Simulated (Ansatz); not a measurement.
# SnIrOs, from a guessed structure to a relaxed one, part 2 of 2

This structure for SnIrOs is made up. Its elements were placed in a known structure type with a cell scaled to their sizes. What cell does the guess relax to, and how far off was it?

Ansatz 0.2.0; DFT, PBEsol, plane-wave PAW, files of the set soft_1, scalar-relativistic, no spin, cell and ions relaxed at zero pressure; PAW set soft_1 (the session's first sound run).

So far: The starting structure; Relaxation of the guess. The relaxed cell has a = 4.454, c = 2.828 Å (conventional setting).

**3. Bands of the relaxed cell**

A second self-consistent run takes a narrower smearing and the mesh shown in its input; the bands follow along the standard path of the relaxed lattice.

This step: DFT, PBEsol, plane-wave PAW, files of the set soft_1, scalar-relativistic, no spin, bands and density of states at the relaxed cell; PAW set soft_1 (Ansatz 0.2.0).

File input.yaml:

```yaml
crystal:
  lattice:
    - [4.4535920916, 0.0, 0.0]
    - [-2.2267960458, 3.8569238895, 0.0]
    - [0.0, 0.0, 2.8275274634]
  atoms:
    - { symbol: Ir, position: [0.6666666667, 0.3333333333, 0.0] }
    - { symbol: Os, position: [0.0, 0.0, 0.5] }
    - { symbol: Sn, position: [0.3333333333, 0.6666666667, 0.5] }
kpoints:
  mp_grid: { grid: [8, 8, 12] }
  band_path:
    path:
      - [[0.0, 0.0, 0.0], [0.5, 0.0, 0.0], [0.33333333, 0.33333333, 0.0], [0.0, 0.0, 0.0], [0.0, 0.0, 0.5], [0.5, 0.0, 0.5], [0.33333333, 0.33333333, 0.5], [0.0, 0.0, 0.5]]
      - [[0.5, 0.0, 0.5], [0.5, 0.0, 0.0]]
      - [[0.33333333, 0.33333333, 0.0], [0.33333333, 0.33333333, 0.5]]
    npoints: 8
scf:
  occupations: { method: fermi_dirac, width: 0.03 }
  n_extra_bands: 7
hamiltonian:
  xc: pbesol
  pseudopotentials: { kind: paw, azcp: { folder: soft_1 }, xc_functional: pbe }
output:
  forces: true
  stress: true
  write_bands: true
  dos: { projected: true }
  write_density: true
  write_potential: true
  elf: true
  volumetric_format: npy
```

On the command line:

```console
$ ansatz run input.yaml --threads 4 --pin off --max-ram 8192MiB --backend cpu --events-out ev --progress --plain --runs-dir out
```

Numbers of over 12 decimals in the logs are rounded to 6 here.

The log of the run:

```text
[...]
Crystal: 3 atoms, lattice volume = 48.569 Å³
Basis set: ecut = 420 eV, 939 PW (Γ), exchange–correlation on 60×60×40 points (8 copies of the dense FFT grid, shifted against one another)
Bands: 31, of which v1, the nominal top of the filled ones, is band 24 counted from 1 (23 counted from 0)
Symmetry: 12 space group operations
[...]
k-points: 70 of 768 (time reversal used)
[...]
SCF iter   1: F=—  HF=-29000.936443 eV  |F-HF|=—  |Δ(HF+E_count)|=         —  Δρ=3.95e-2  dr2=7.04e-1  ethr=3.10e-3  ⟨swp⟩=5.7  Hψ=8811  notcnv=0
[...]
SCF iter   7: F=-29000.726834 eV  HF=-29000.726834 eV  |F-HF|=1.61e-8  |Δ(HF+E_count)|=   2.26e-7  Δρ=9.68e-6  dr2=3.00e-8  ethr=2.13e-10  ⟨swp⟩=13.6  Hψ=15314  notcnv=0
SCF 1 converged in 7 iterations: F = -29000.726834 eV  dr2 = 3.00e-8
[...]
NSCF: frozen V_eff on 75 k-points
SCF converged after 7 iterations
Free energy (F): -29000.726834 eV
[...]
Internal energy: -29000.710205 eV  (E = F + TS)
E sigma→0 (E₀):  -29000.718520 eV
Entropy (-TS):   -0.016629 eV (-5.543 meV/atom)
Fermi energy:    21.052460 eV
[...]
--- Stress (GPa, compression-positive) ---
       -0.314870      -0.000000       0.000000
       -0.000000      -0.314870       0.000000
        0.000000       0.000000       1.053984
  P = ⅓ Tr σ = 0.1414 GPa (1.414 kbar)
--- Band table (eV; the first three rows and the last of 70) ---
  k-point 0: bands = [... 20 lower, 19.4215, 19.4215, 21.6022, 21.6022, 22.2062, 25.2119, 25.2119, 26.6055, ... 3 higher]
  k-point 1: bands = [... 20 lower, 19.4207, 19.4207, 21.5129, 21.5129, 22.2649, 25.4852, 25.4852, 25.8930, ... 3 higher]
  k-point 2: bands = [... 20 lower, 19.4342, 19.4342, 21.3647, 21.3647, 22.4342, 24.3157, 26.0552, 26.0552, ... 3 higher]
  k-point 69: bands = [... 20 lower, 18.6236, 19.7289, 21.1546, 21.5398, 21.8104, 23.1585, 23.5270, 25.7100, ... 3 higher]
```

Elapsed: 5.2 s, on 4 threads of Arm Neoverse V2, shared host; peak memory 0.49 GiB.

The column dr2 measures how far the density is from self-consistency, as an energy; F and HF (Harris–Foulkes) agree once it is small.

Numbers from this step:

| Property | Result |
| --- | --- |
| free energy | -29000.7268 eV |
| energy at zero smearing | -29000.7185 eV |
| smearing term TS | 0.01663 eV |
| Fermi energy | 21.05 eV |
| pressure | 0.1414 GPa |

From bands.tsv, the bands that come nearest the Fermi level along the path, at its corners, in eV from the Fermi level:

| point | band 20 | band 21 | band 22 | band 23 | band 24 | band 25 | band 26 | band 27 |
| --- | --- | --- | --- | --- | --- | --- | --- | --- |
| Γ | -2.81 | -1.63 | -1.63 | 0.55 | 0.55 | 1.15 | 4.16 | 4.16 |
| M | -2.23 | -1.82 | -1.65 | -0.94 | -0.21 | 0.10 | 0.85 | 3.55 |
| K | -2.39 | -2.32 | -2.19 | -1.15 | -0.16 | 0.07 | 1.01 | 7.29 |
| Γ | -2.81 | -1.63 | -1.63 | 0.55 | 0.55 | 1.15 | 4.16 | 4.16 |
| A | -0.58 | -0.58 | -0.20 | -0.20 | 1.13 | 2.69 | 4.11 | 5.04 |
| L | -2.61 | -2.15 | -2.01 | -1.49 | 0.50 | 0.50 | 3.20 | 3.86 |
| H | -2.54 | -2.34 | -1.14 | 0.32 | 0.37 | 1.11 | 1.55 | 2.28 |
| A | -0.58 | -0.58 | -0.20 | -0.20 | 1.13 | 2.69 | 4.11 | 5.04 |
| L | -2.61 | -2.15 | -2.01 | -1.49 | 0.50 | 0.50 | 3.20 | 3.86 |
| M | -2.23 | -1.82 | -1.65 | -0.94 | -0.21 | 0.10 | 0.85 | 3.55 |
| K | -2.39 | -2.32 | -2.19 | -1.15 | -0.16 | 0.07 | 1.01 | 7.29 |
| H | -2.54 | -2.34 | -1.14 | 0.32 | 0.37 | 1.11 | 1.55 | 2.28 |

Counts of states for the cell as run, both spins, by energy window (eV from the Fermi level):

```csv
from,to,total
-8,-7,0.74
-7,-6,1.11
-6,-5,1.97
-5,-4,2.61
-4,-3,3.90
-3,-2,3.01
-2,-1,2.86
-1,0,2.98
0,1,2.66
1,2,1.32
2,3,1.09
3,4,1.32
4,5,1.16
5,6,1.12
```

A further 27.8 states lie below the table's range.

ELF in the ab plane at fractional z = 0.500, with atoms of Os and Sn within 0.2 Å of it. It is the smooth field of the valence electrons, not physical close to the nuclei.

Values, 14 rows by 14 columns, each cell a mean:
```
0.54 0.56 0.44 0.36 0.37 0.31 0.28 0.28 0.33 0.38 0.36 0.48 0.58 0.54
0.56 0.47 0.41 0.40 0.31 0.24 0.22 0.26 0.34 0.42 0.39 0.48 0.58 0.60
0.39 0.39 0.41 0.30 0.17 0.07 0.08 0.19 0.33 0.42 0.37 0.39 0.47 0.47
0.32 0.38 0.31 0.13 0.02 0.00 0.03 0.18 0.33 0.38 0.29 0.25 0.26 0.26
0.34 0.32 0.21 0.04 0.00 0.00 0.07 0.23 0.33 0.33 0.27 0.23 0.24 0.27
0.30 0.27 0.16 0.03 0.01 0.04 0.19 0.27 0.30 0.29 0.27 0.27 0.27 0.29
0.28 0.27 0.20 0.12 0.13 0.21 0.27 0.28 0.27 0.27 0.29 0.29 0.27 0.27
0.30 0.30 0.29 0.28 0.29 0.30 0.29 0.26 0.26 0.30 0.31 0.29 0.26 0.27
0.35 0.38 0.40 0.40 0.37 0.33 0.28 0.27 0.30 0.34 0.33 0.29 0.26 0.28
0.33 0.38 0.41 0.37 0.31 0.28 0.28 0.29 0.32 0.34 0.32 0.29 0.27 0.28
0.35 0.42 0.42 0.31 0.24 0.25 0.28 0.30 0.31 0.31 0.30 0.28 0.25 0.25
0.55 0.57 0.54 0.36 0.23 0.25 0.28 0.27 0.27 0.27 0.27 0.24 0.26 0.41
0.56 0.58 0.59 0.37 0.24 0.27 0.27 0.26 0.26 0.28 0.26 0.25 0.43 0.58
0.45 0.56 0.55 0.33 0.29 0.32 0.29 0.28 0.30 0.32 0.28 0.37 0.56 0.55
```
Columns run along a (4.5 Å), rows up along b (4.5 Å). Atoms in or near the plane, at fractional coordinates: Os at (0.00, 0.00), Sn at (0.33, 0.67).

Electrostatic potential energy in the ab plane at fractional z = 0.500, with atoms of Os and Sn within 0.2 Å of it. With pseudopotentials it is smooth inside the atoms' cores, unlike the true potential.

Values in eV, 14 rows by 14 columns, each cell a mean:
```
-53 -39  -8  14  17  13   9  10  15  17  12 -16 -44 -54
-34 -12  10  13   4  -4  -7  -4   8  15  10 -16 -38 -44
 -1  11  13  -1  -6   3   0  -9   3  14  12  -4 -16 -16
 17  15   1  -3  16  22  13  -7   6  17  17  13  11  13
 19  10  -7  11  22  22   5  -5  13  20  20  20  20  20
 18   3  -8  13  20   9  -6   6  19  22  22  22  22  22
 17   3  -9  -4  -4  -6   7  18  22  22  22  22  22  21
 18   9  -2  -4   0  10  18  21  22  21  21  21  22  21
 19  16  13  13  16  20  22  22  21  20  20  21  22  22
 17  14  13  15  19  21  22  22  20  20  20  22  22  21
  5  -3  -2   9  17  21  22  22  21  21  22  22  21  16
-30 -36 -27  -1  15  21  22  22  22  22  22  20  12  -8
-52 -51 -36  -2  16  21  22  22  22  22  21  13 -11 -38
-54 -52 -30   5  18  21  20  20  20  20  18  -1 -34 -53
```
Columns run along a (4.5 Å; values clipped at the 3rd and 97th percentile), rows up along b (4.5 Å). Atoms in or near the plane, at fractional coordinates: Os at (0.00, 0.00), Sn at (0.33, 0.67).

Valence density in the ab plane at fractional z = 0.500, with atoms of Os and Sn within 0.2 Å of it. It is the smooth field of the valence electrons, not physical close to the nuclei.

Values in e/Å³, 14 rows by 14 columns, each cell a mean:
```
 7  5  2  1  0  0  0  0  0  0  1  2  6  8
 4  2  1  1  1  1  1  1  1  1  1  2  4  6
 1  1  1  1  3  5  4  2  1  1  1  1  2  2
 0  0  1  3  8 10  6  2  1  0  0  1  1  1
 0  0  2  6 11 10  5  1  0  0  0  0  0  0
 0  1  2  7  8  6  2  1  0  0  0  0  0  0
 0  1  2  3  3  2  1  0  0  0  0  0  0  0
 0  0  1  1  1  0  0  0  0  0  0  0  0  0
 0  0  1  0  0  0  0  0  0  0  0  0  0  0
 0  1  1  1  0  0  0  0  0  0  0  0  0  0
 1  1  1  1  0  0  0  0  0  0  0  0  0  0
 4  4  3  1  0  0  0  0  0  0  0  0  1  2
 7  7  4  1  0  0  0  0  0  0  0  1  2  5
 8  7  4  1  0  0  0  0  0  0  0  1  4  7
```
Columns run along a (4.5 Å), rows up along b (4.5 Å). Atoms in or near the plane, at fractional coordinates: Os at (0.00, 0.00), Sn at (0.33, 0.67).

**4. Results**

| Property | Result |
| --- | --- |
| space group, relaxed | P-6m2 |
| conventional cell | a = 4.454, b = 4.454, c = 2.828 Å; α = 90.0°, β = 90.0°, γ = 120.0° |
| volume per atom | 16.19 Å³ (guess 18.11) |

In words: SnIrOs relaxes to P-6m2 with a = 4.454, b = 4.454 and c = 2.828 Å. The guessed volume was 12 % too large. The space group P-6m2 was held in the relaxation, so the end point is a stationary structure within it and may be a saddle against distortions or other arrangements. Bands cross the Fermi level, so it is a metal or semimetal at this level. The electron count is odd, which forces that without spin polarisation or a larger cell. On the 8×8×12 mesh with the narrower smearing (relaxed on 8×8×7) the forces vanish, as symmetry may demand, and the largest stress component is 1.054 GPa, against the relaxation's thresholds of 0.015 eV/Å and 0.05 GPa. The cutoff wasn't tested. A vector of the cell changed its length by 29 %, so the starting arrangement is largely lost and the mesh was laid for another shape. Spin-orbit coupling is left out, which can matter for elements this heavy. No dispersion term is used, so weakly bound directions may come out too long. The runs have no spin, and magnetism wasn't tested. Nothing here tests whether the compound is stable against decomposition.

[Logs are printed without paths, hosts, clocks, repeated set-up lines and the standing remarks that a program may print on its own settings, such as how far it seeks lower states.]

[Hosts, paths, dates, database ids (printed as entryN), source tags and the programs' standing remarks are cut or masked in the printed files.]
